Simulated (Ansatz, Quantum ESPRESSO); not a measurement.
# Ag (fcc): bulk modulus from a few volumes

How stiff is fcc Ag under hydrostatic load? Each row scales the relaxed cell evenly and relaxes the atoms. The phase is followed to these pressures whether or not it stays the stable one.

Calculated with Quantum ESPRESSO 7.5, PBEsol, GBRV 1.5 ultrasoft potentials, cutoff 680 eV, Fermi–Dirac smearing 0.05 eV, k-mesh 18×18×18, no spin polarisation, no spin-orbit coupling.

Reference cell, relaxed at zero pressure with PBEsol (Fm-3m): a = 2.8683 Å, b = 2.8683 Å, c = 2.8683 Å, α = 60.00°, β = 60.00°, γ = 60.00°.

```csv
atom,x,y,z
Ag,0.0000,0.0000,0.0000
```

```
V (Å³/atom)    V/V0  P (GPa)  E − E0 (meV/atom)
    15.6847  0.9400    8.862               26.4
    16.3521  0.9800    2.550                2.8
    17.0195  1.0200   −2.238                2.2
    17.3532  1.0400   −4.206                8.9
    17.6870  1.0600   −5.925               19.3
```

V0 = 16.6858 Å³ an atom, where the residual pressure P0 is −0.025 GPa. **Question.** Fit the Birch–Murnaghan law and give the pressure and the energy at V = 16.0184 Å³ an atom, a row left out above.

With the Eulerian strain f = ½[(V0/V)^(2/3) − 1] and F = (P − P0)/[3f(1 + 2f)^(5/2)], the third-order law is the line F = B0 + (3/2) B0 (B′ − 4) f.

| f | F (GPa) |
| --- | --- |
| 0.02106 | 126.91 |
| 0.00678 | 122.42 |
| −0.00656 | 116.27 |
| −0.01290 | 115.30 |
| −0.01905 | 113.76 |

A straight line through the 5 rows: the means are −0.002134 for f and 118.93 for F, Σ(Δx)² = 0.001039 and ΣΔxΔy = 0.3545, so the slope is 0.3545/0.001039 = 341.18 and the intercept 118.93 − (341.18)(−0.002134) = 119.66.

Hence B0 = 119.7 GPa and B′ = 4 + (341.2)/(1.5 × 119.7) = 5.90. For the withheld volume f = 0.01379, F = 124.37 GPa and P = 5.48 GPa. The run itself gives 5.51 GPa, so the estimate misses by 0.03 GPa; the fitted rows themselves lie up to 0.03 GPa off the law.

Integrating the same law gives E − E0 = (9/2) B0 V0 f²[1 + (B′ − 4) f] + P0(V0 − V), with 1 GPa Å³ = 6.2415 meV: 10.8 meV an atom. The run itself gives 11.3 meV, so the estimate misses by 0.5 meV; the fitted rows themselves lie up to 0.7 meV off the law.

The same fit over all rows at other levels or in other programs gives B0 = 120 GPa with PBEsol (Ansatz).

Measured volume: 17.054 Å³ an atom (doi:10.1007/BF01174717, 293 K), so V0 is −2.2 % off. A stiffness follows the volume as d ln B/d ln V = −B′, which moves B0 by about −12 % when it is taken at the measured volume.

The calculation is for a static lattice, while measurements hold thermal and zero-point motion.

[Logs are printed without paths, hosts, clocks, repeated set-up lines and the standing remarks that a program may print on its own settings, such as how far it seeks lower states.]
